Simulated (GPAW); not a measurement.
## The basis that the transmission of CO in line between two Ru chains needs

Aim: T(E), conductance and thermopower of CO in line between two Ru chains, and what cheaper settings cost in accuracy.

Method: GPAW LCAO, PAW setups; Landauer transmission from Green's functions with principal layers (ASE), zero bias, in GPAW 26.7.0.

### 1. The starting structure

The cell holds 16 atoms: 14 Ru, 1 C and 1 O. Cell: a = 9.000 Å, b = 9.000 Å, c = 33.767 Å, α = 90.0°, β = 90.0°, γ = 90.0°. Regions: left lead, 7 atoms (7 Ru); channel, 2 atoms (1 C and 1 O); right lead, 7 atoms (7 Ru). Vacuum lies along a and b. The structure is stacked along c, and the current runs across the ab planes.

### 2. GPAW, dzp

The script solves lead and junction separately, takes H and S in the orbital basis, and joins semi-infinite leads through their self-energies; the dzp basis is the working standard.

run.py

```python
import json
import numpy as np
from ase import Atoms
from ase.transport.calculators import TransportCalculator
from gpaw import GPAW, FermiDirac
from gpaw.lcao.tools import get_lcao_hamiltonian
from scipy.linalg import eigh

# The junction with lead layers at both ends, along the third cell vector
device = Atoms(
    ['Ru', 'Ru', 'Ru', 'Ru', 'Ru', 'Ru', 'Ru', 'C', 'O', 'Ru', 'Ru', 'Ru', 'Ru', 'Ru', 'Ru', 'Ru'],
    positions=[
        [4.50000, 4.50000, 1.12500],
        [4.50000, 4.50000, 3.37500],
        [4.50000, 4.50000, 5.62500],
        [4.50000, 4.50000, 7.87500],
        [4.50000, 4.50000, 10.12500],
        [4.50000, 4.50000, 12.37500],
        [4.50000, 4.50000, 14.62500],
        [4.50000, 4.50000, 16.35850],
        [4.50000, 4.50000, 17.51850],
        [4.50000, 4.50000, 19.14190],
        [4.50000, 4.50000, 21.39190],
        [4.50000, 4.50000, 23.64190],
        [4.50000, 4.50000, 25.89190],
        [4.50000, 4.50000, 28.14190],
        [4.50000, 4.50000, 30.39190],
        [4.50000, 4.50000, 32.64190]],
    cell=[[9.0, 0.0, 0.0], [0.0, 9.0, 0.0], [0.0, 0.0, 33.7669]],
    pbc=True)

# One principal layer of the lead: the first 5 atoms of the device
lead = Atoms(
    ['Ru', 'Ru', 'Ru', 'Ru', 'Ru'],
    positions=[
        [4.50000, 4.50000, 1.12500],
        [4.50000, 4.50000, 3.37500],
        [4.50000, 4.50000, 5.62500],
        [4.50000, 4.50000, 7.87500],
        [4.50000, 4.50000, 10.12500]],
    cell=[[9.0, 0.0, 0.0], [0.0, 9.0, 0.0], [0.0, 0.0, 11.25]],
    pbc=True)

settings = dict(mode='lcao', basis='dzp', xc='PBE', h=0.18,
                occupations=FermiDirac(0.1), maxiter=250,
                mixer=dict(beta=0.1, nmaxold=8, weight=100.0),
                convergence=dict(density=0.0001))
energies = np.arange(-2, 2 + 1e-9, 0.05)
eta = 0.0001
n1, n2 = 1, 1
# k and -k transmit alike, so half of the mesh across the current serves
mesh = [(i, j) for i in range(n1) for j in range(n2) if (i, j) <= (-i % n1, -j % n2)]
weights = np.array([1 if (i, j) == (-i % n1, -j % n2) else 2 for i, j in mesh]) / (n1 * n2)

# [... helper functions left out ...]
fermi_lead = ground_state(lead, (1, 1, 10), 'lead.txt')
fermi_device = ground_state(device, (1, 1, 3), 'device.txt')
# [... loop over the mesh left out, but for ...]
        # Shift the lead onto the potential of the device's first layer
        shift = ((H[:, 0, 0] - H0[:, 0, 0]) / S0[0, 0]).real.mean()
# [...]
kT = 8.617333e-5 * 300
bias = [0.1, 0.2, 0.5, 1.0, 1.5, 2.0]
# [... integrals and printing left out ...]
```

On the command line:

```bash
OMP_NUM_THREADS=1 OPENBLAS_NUM_THREADS=1 python run.py
```

The program printed:

```text
basis functions: device 432, principal layer 145
Fermi level: lead -3.4327 eV, device -3.4342 eV; lead shifted by -0.0114 eV
largest coupling past the next layer 2.00e-05 eV, largest misfit of the first layer 0.082 eV
  E-E_F (eV)   T (one spin)  [channel counts left out]
    -2.000    1.5657e+00
    -1.950    1.5779e+00
    -1.900    1.5909e+00
    -1.850    1.6043e+00
    -1.800    1.6180e+00
    -1.750    1.6314e+00
    -1.700    1.6444e+00
    -1.650    1.6566e+00
    -1.600    1.6678e+00
    -1.550    1.6781e+00
    -1.500    1.6873e+00
    -1.450    1.6955e+00
    -1.400    1.7026e+00
    -1.350    1.7089e+00
    -1.300    1.7143e+00
    -1.250    1.7185e+00
[...]
1.650    1.2847e+00
     1.700    1.2419e+00
     1.750    1.1971e+00
     1.800    1.1472e+00
     1.850    1.0894e+00
     1.900    1.0195e+00
     1.950    9.3051e-01
     2.000    8.0973e-01
conductance at 300 K: 1.8293 G0 a cell; thermopower 0.254 uV/K
current from the zero-bias T(E) at 0.1 V: 14.171 uA
current from the zero-bias T(E) at 0.2 V: 28.326 uA
current from the zero-bias T(E) at 0.5 V: 70.551 uA
current from the zero-bias T(E) at 1.0 V: 139.47 uA
current from the zero-bias T(E) at 1.5 V: 206.16 uA
current from the zero-bias T(E) at 2.0 V: 271.05 uA
```

Run time: 3.7 min. Hardware: 1 thread of AMD EPYC 9R45, shared host; peak memory 2 GiB.

This run has no spin polarisation, although Ru can carry a moment.

Numbers from this step:

| Item | Value |
| --- | --- |
| conductance | 1.829 G₀ |
| largest coupling past the next principal layer | 2.00e-5 eV |
| largest misfit of the first principal layer | 0.08206 eV |
| shift that aligns the lead | -0.01145 eV |
| basis functions of the junction | 432 |
| basis functions of a principal layer | 145 |
| transmission at the Fermi level (one spin) | 1.830 |

One spin. The transmission, zone mean by energy, zero at the Fermi level:

energy (eV), transmission, zone mean and a bar from the least value:
```
   -2.000       1.57 ######################
   -1.800       1.62 ########################
   -1.600       1.67 #########################
   -1.400       1.70 ##########################
   -1.200       1.72 ###########################
   -1.000       1.72 ###########################
   -0.800       1.73 ###########################
   -0.600       1.76 ############################
   -0.400       1.80 #############################
   -0.200       1.83 ##############################
   -0.100       1.83 ##############################
    0.000       1.83 ##############################
    0.200       1.80 #############################
    0.400       1.75 ############################
    0.600       1.69 ##########################
    0.800       1.64 ########################
    1.000       1.59 #######################
    1.200       1.53 #####################
    1.400       1.45 ###################
    1.600       1.33 ###############
    1.800       1.15 ##########
    2.000       0.81
```

Not self-consistent under bias; the bias window is split evenly. The current through one cell, from the zero-bias transmission by bias:

```tsv
bias (V)	current through one cell, from the zero-bias transmission (μA)
0.100	14.2
0.200	28.3
0.500	70.6
1.000	139
1.500	206
2.000	271
```

Transmission of the three most open eigenchannels against energy, zero at the Fermi level:

```tsv
energy (eV)	channel 1 = channel 2	channel 3
-2.000	0.752	0.0624
-1.800	0.776	0.0663
-1.600	0.799	0.0708
-1.400	0.813	0.0767
-1.200	0.819	0.0784
-1.000	0.822	0.0778
-0.800	0.826	0.0787
-0.600	0.836	0.0840
-0.400	0.849	0.0931
-0.200	0.860	0.0996
0.000	0.862	0.100
0.200	0.850	0.0961
0.400	0.826	0.0917
0.600	0.799	0.0883
0.800	0.774	0.0845
1.000	0.752	0.0797
1.200	0.726	0.0742
1.400	0.687	0.0686
1.600	0.630	0.0639
1.800	0.548	0.0511
2.000	0.381	0.0481
```

Couplings past the next layer reach 2.0e-5 eV, small enough to drop; the matrix elements of the cell's first layer differ from the bulk lead's by up to 0.082 eV. That layer keeps its own values in the calculation, and only beyond it is the lead taken as perfect. The Fermi levels of lead and junction count from different zeros of potential, one for each periodic cell; with both set to zero, the small remaining shift is what aligns them. By hand: G = 1.829 × 77.48 μS = 142 μS, a resistance of 7.06 kΩ; at 0.1 V a linear junction would pass 14.2 μA, and the integral over the bias window gives 14.2 μA.

### 3. GPAW, szp: basis = "szp(dzp)"

One radial function a shell plus polarisation makes the matrices smaller; the question is what that costs.

Changes to run.py since step 2:

```diff
@@ -43,3 +43,3 @@
 
-settings = dict(mode='lcao', basis='dzp', xc='PBE', h=0.18,
+settings = dict(mode='lcao', basis='szp(dzp)', xc='PBE', h=0.18,
                 occupations=FermiDirac(0.1), maxiter=250,
```

The program printed:

```text
basis functions: device 242, principal layer 80
Fermi level: lead -3.4677 eV, device -3.5122 eV; lead shifted by -0.0148 eV
largest coupling past the next layer 2.01e-05 eV, largest misfit of the first layer 0.092 eV
  E-E_F (eV)   T (one spin)  [channel counts left out]
    -2.000    1.5741e+00
    -1.950    1.5860e+00
    -1.900    1.5984e+00
    -1.850    1.6111e+00
    -1.800    1.6237e+00
    -1.750    1.6360e+00
    -1.700    1.6476e+00
    -1.650    1.6585e+00
    -1.600    1.6685e+00
    -1.550    1.6775e+00
    -1.500    1.6855e+00
    -1.450    1.6926e+00
    -1.400    1.6988e+00
    -1.350    1.7040e+00
    -1.300    1.7085e+00
    -1.250    1.7123e+00
[...]
1.650    1.1364e+00
     1.700    1.0823e+00
     1.750    1.0225e+00
     1.800    9.5366e-01
     1.850    8.7070e-01
     1.900    7.6555e-01
     1.950    6.2374e-01
     2.000    4.1708e-01
conductance at 300 K: 1.8259 G0 a cell; thermopower 0.353 uV/K
current from the zero-bias T(E) at 0.1 V: 14.145 uA
current from the zero-bias T(E) at 0.2 V: 28.272 uA
current from the zero-bias T(E) at 0.5 V: 70.39 uA
current from the zero-bias T(E) at 1.0 V: 139.01 uA
current from the zero-bias T(E) at 1.5 V: 205.19 uA
current from the zero-bias T(E) at 2.0 V: 269.27 uA
```

Wall time 2.8 min (1 thread); peak memory 1.9 GiB.

This step gave:

```yaml
conductance: 1.826 G₀
largest_coupling_past_the_next_principal_layer: 2.01e-5 eV
largest_misfit_of_the_first_principal_layer: 0.09188 eV
shift_that_aligns_the_lead: -0.01475 eV
basis_functions_of_the_junction: 242
basis_functions_of_a_principal_layer: 80
transmission_at_the_fermi_level_one_spin: 1.827
```

One spin. The transmission, zone mean by energy, zero at the Fermi level:

energy (eV), transmission, zone mean and a bar from the least value:
```
    -2.00       1.57 #########################
    -1.90       1.60 #########################
    -1.80       1.62 ##########################
    -1.70       1.65 ##########################
    -1.55       1.68 ###########################
    -1.45       1.69 ###########################
    -1.35       1.70 ###########################
    -1.25       1.71 ###########################
    -1.15       1.72 ############################
    -1.05       1.72 ############################
    -0.90       1.73 ############################
    -0.80       1.73 ############################
    -0.70       1.75 ############################
    -0.60       1.76 #############################
    -0.50       1.78 #############################
    -0.40       1.80 #############################
    -0.25       1.82 ##############################
    -0.15       1.83 ##############################
    -0.10       1.83 ##############################
    -0.05       1.83 ##############################
     0.00       1.83 ##############################
     0.05       1.82 ##############################
     0.15       1.80 #############################
     0.25       1.78 #############################
     0.40       1.73 ############################
     0.50       1.70 ###########################
     0.60       1.67 ##########################
     0.70       1.63 ##########################
     0.80       1.60 #########################
     0.90       1.57 ########################
     1.05       1.52 #######################
     1.15       1.48 #######################
     1.25       1.44 ######################
     1.35       1.38 ####################
     1.45       1.31 ###################
     1.55       1.24 #################
     1.70       1.08 ##############
     1.80       0.95 ###########
     1.90       0.77 #######
     2.00       0.42
```

Not self-consistent under bias; the bias window is split evenly. The current through one cell, from the zero-bias transmission by bias:

```tsv
bias (V)	current through one cell, from the zero-bias transmission (μA)
0.100	14.1
0.200	28.3
0.500	70.4
1.000	139
1.500	205
2.000	269
```

Table of transmission of the three most open eigenchannels by energy, zero at the Fermi level:

```tsv
energy (eV)	channel 1 = channel 2	channel 3
-2.000	0.755	0.0640
-1.800	0.778	0.0675
-1.600	0.799	0.0714
-1.400	0.811	0.0763
-1.200	0.817	0.0820
-1.000	0.819	0.0820
-0.800	0.824	0.0842
-0.600	0.835	0.0887
-0.400	0.849	0.0978
-0.200	0.859	0.106
0.000	0.857	0.108
0.200	0.842	0.105
0.400	0.815	0.0987
0.600	0.785	0.0930
0.800	0.756	0.0881
1.000	0.727	0.0830
1.200	0.690	0.0772
1.400	0.637	0.0710
1.600	0.562	0.0692
1.800	0.451	0.0514
2.000	0.184	0.0482
```

The conductance equals that of the dzp run to 0.2 %.

### 4. Minimal basis

The minimal basis is the cheapest rung: no second zeta and no polarisation.

Changes to run.py since step 3:

```diff
@@ -43,3 +43,3 @@
 
-settings = dict(mode='lcao', basis='szp(dzp)', xc='PBE', h=0.18,
+settings = dict(mode='lcao', basis='sz(dzp)', xc='PBE', h=0.18,
                 occupations=FermiDirac(0.1), maxiter=250,
```

The program printed:

```text
basis functions: device 190, principal layer 65
Fermi level: lead -3.5088 eV, device -3.5511 eV; lead shifted by -0.0191 eV
largest coupling past the next layer 2.00e-05 eV, largest misfit of the first layer 0.077 eV
  E-E_F (eV)   T (one spin)  [channel counts left out]
    -2.000    1.6102e+00
    -1.950    1.6214e+00
    -1.900    1.6331e+00
[...]
1.950    5.5156e-01
     2.000    2.5168e-01
conductance at 300 K: 1.8572 G0 a cell; thermopower 0.1453 uV/K
current from the zero-bias T(E) at 0.1 V: 14.387 uA
current from the zero-bias T(E) at 0.2 V: 28.759 uA
current from the zero-bias T(E) at 0.5 V: 71.639 uA
current from the zero-bias T(E) at 1.0 V: 141.67 uA
current from the zero-bias T(E) at 1.5 V: 209.45 uA
current from the zero-bias T(E) at 2.0 V: 275.27 uA
```

The job ended after 2.2 min (1 thread; peak memory 1.8 GiB).

Numbers from this step:

* conductance: 1.857 G₀
* largest coupling past the next principal layer: 2.00e-5 eV
* largest misfit of the first principal layer: 0.07727 eV
* shift that aligns the lead: -0.01912 eV
* basis functions of the junction: 190
* basis functions of a principal layer: 65
* transmission at the Fermi level (one spin): 1.858

One spin. Transmission, zone mean against energy, zero at the Fermi level:

energy (eV), transmission, zone mean and a bar from the least value:
```
   -2.000       1.61 #########################
   -1.800       1.66 ##########################
   -1.600       1.70 ###########################
   -1.400       1.72 ###########################
   -1.200       1.74 ############################
   -1.000       1.74 ############################
   -0.800       1.76 ############################
   -0.600       1.78 #############################
   -0.400       1.82 #############################
   -0.200       1.85 ##############################
   -0.050       1.86 ##############################
    0.000       1.86 ##############################
    0.200       1.84 ##############################
    0.400       1.79 #############################
    0.600       1.73 ############################
    0.800       1.67 ##########################
    1.000       1.61 #########################
    1.200       1.53 ########################
    1.400       1.41 ######################
    1.600       1.23 ##################
    1.800       0.96 #############
    2.000       0.25
```

The conductance, 1.86 G₀, lies 1.5 % above that of the dzp run.

### 5. LDA in the dzp basis: xc = "LDA"

Back in the dzp basis, the functional changes from PBE to LDA, to set the spread between functionals beside that between bases.

Changes to run.py since step 4:

```diff
@@ -43,3 +43,3 @@
 
-settings = dict(mode='lcao', basis='sz(dzp)', xc='PBE', h=0.18,
+settings = dict(mode='lcao', basis='dzp', xc='LDA', h=0.18,
                 occupations=FermiDirac(0.1), maxiter=250,
```

The program printed:

```text
basis functions: device 432, principal layer 145
Fermi level: lead -3.7367 eV, device -3.7372 eV; lead shifted by -0.0101 eV
largest coupling past the next layer 2.03e-05 eV, largest misfit of the first layer 0.074 eV
  E-E_F (eV)   T (one spin)  [channel counts left out]
    -2.000    1.5719e+00
    -1.950    1.5841e+00
    -1.900    1.5969e+00
[...]
1.950    9.8210e-01
     2.000    8.7747e-01
conductance at 300 K: 1.8399 G0 a cell; thermopower 0.2364 uV/K
current from the zero-bias T(E) at 0.1 V: 14.253 uA
current from the zero-bias T(E) at 0.2 V: 28.49 uA
current from the zero-bias T(E) at 0.5 V: 70.956 uA
current from the zero-bias T(E) at 1.0 V: 140.25 uA
current from the zero-bias T(E) at 1.5 V: 207.22 uA
current from the zero-bias T(E) at 2.0 V: 272.3 uA
```

It took 3.8 min on 1 thread; peak memory 2 GiB.

Numbers from this step:

- conductance: 1.840 G₀
- largest coupling past the next principal layer: 2.03e-5 eV
- largest misfit of the first principal layer: 0.07385 eV
- shift that aligns the lead: -0.01008 eV
- basis functions of the junction: 432
- basis functions of a principal layer: 145
- transmission at the Fermi level (one spin): 1.841

One spin. Transmission, zone mean against energy, zero at the Fermi level:

```tsv
energy (eV)	transmission, zone mean
-2.00	1.57
-1.90	1.60
-1.80	1.62
-1.70	1.65
-1.55	1.68
-1.45	1.70
-1.35	1.71
-1.25	1.72
-1.15	1.72
-1.05	1.72
-0.90	1.73
-0.80	1.74
-0.70	1.75
-0.60	1.77
-0.50	1.79
-0.40	1.81
-0.25	1.83
-0.15	1.84
-0.05	1.84
0.00	1.84
0.05	1.84
0.15	1.82
0.25	1.80
0.40	1.76
0.50	1.73
0.60	1.70
0.70	1.67
0.80	1.64
0.90	1.62
1.05	1.58
1.15	1.56
1.25	1.53
1.35	1.49
1.45	1.44
1.55	1.38
1.70	1.27
1.80	1.18
1.90	1.06
2.00	0.877
```

The conductance, 1.84 G₀, lies 0.6 % above that of the dzp run.

### 6. The ladder

Times are for 1 thread of AMD EPYC 9R45, shared host. The series side by side:

```tsv
no.	run	conductance (G₀)	time	memory (GiB)
1	dzp	1.829	3.7 min	2.0
2	szp	1.826	2.8 min	1.9
3	sz	1.857	2.2 min	1.8
4	dzp LDA	1.840	3.8 min	2.0
```

### 7. The levels side by side

The curves are compared point by point over the common energies.

This step: comparison of transmission and cost over codes and levels (GPAW 26.7.0).

Ladder, by row:

```tsv
step	code	T at the Fermi level (sum over the listed spins)	conductance (G0)	r.m.s. T(E) from the first	wall time (s)	peak memory (GiB)	threads
dzp	GPAW	1.83	1.829	0	219.1	2.02	1
szp	GPAW	1.827	1.826	0.0859	168.2	1.91	1
sz	GPAW	1.858	1.857	0.09644	131.9	1.82	1
dzp-LDA	GPAW	1.841	1.84	0.016	229.5	2.02	1
```

Table of transmission, zone mean, sum over the listed spins by energy, zero at the Fermi level:

```tsv
energy (eV)	dzp	szp	sz	dzp-LDA
-2.0000	1.57	1.57	1.61	1.57
-1.7500	1.63	1.64	1.67	1.64
-1.5000	1.69	1.69	1.71	1.69
-1.2500	1.72	1.71	1.74	1.72
-1.0000	1.72	1.72	1.74	1.73
-0.7500	1.74	1.74	1.76	1.74
-0.5000	1.78	1.78	1.80	1.79
-0.2500	1.82	1.82	1.84	1.83
-0.1000	1.83	1.83	1.86	1.84
-0.0500	1.83	1.83	1.86	1.84
0.0000	1.83	1.83	1.86	1.84
0.2500	1.79	1.78	1.82	1.80
0.5000	1.72	1.70	1.76	1.73
0.7500	1.65	1.62	1.68	1.66
1.0000	1.59	1.54	1.61	1.60
1.2500	1.51	1.44	1.51	1.53
1.5000	1.39	1.27	1.33	1.41
1.7500	1.20	1.02	1.04	1.23
2.0000	0.810	0.417	0.252	0.877
```

(Part 1 of 2 ends here.)

[Logs are printed without paths, hosts, clocks, repeated set-up lines and the standing remarks that a program may print on its own settings, such as how far it seeks lower states.]

[Hosts, paths, dates, database ids (printed as entryN), source tags and the programs' standing remarks are cut or masked in the printed files.]
